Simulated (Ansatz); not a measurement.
# Direct or indirect: KBr (Fm-3m)

Space group Fm-3m (No. 225). a = 6.600 Å, b = 6.600 Å, c = 6.600 Å, α = 90.00°, β = 90.00°, γ = 90.00°
```tsv
atom	site	symmetry	x	y	z
Br	4b	m-3m	0.5000	0.0000	0.0000
K	4a	m-3m	0.0000	0.0000	0.0000
```

Method: Ansatz, PBE, independent particles, without spin-orbit coupling, line width 0.1 eV (Gaussian). The band structure gives a fundamental gap of 4.44 eV. The spectrum of vertical transitions near the edge:

| E (eV) | Im ε, E ∥ xyz |
| --- | --- |
| 3.96 | 0.00 |
| 4.08 | 0.00 |
| 4.20 | 0.00 |
| 4.32 | 0.01 |
| 4.44 | 0.10 |
| 4.56 | 0.28 |
| 4.68 | 0.41 |
| 4.80 | 0.49 |
| 4.92 | 0.57 |
| 5.04 | 0.63 |
| 5.16 | 0.69 |
| 5.28 | 0.74 |
| 5.40 | 0.80 |
| 5.52 | 0.85 |
| 5.64 | 0.91 |

(1) Is the gap direct or indirect, and about where do vertical transitions set in?

Results:

(1) Direct: the band path has its least direct gap at the fundamental one, 4.44 eV, and the curves rise from there. Lines are broadened by 0.1 eV, which spreads the edge.

[Logs are printed without paths, hosts, clocks, repeated set-up lines and the standing remarks that a program may print on its own settings, such as how far it seeks lower states.]
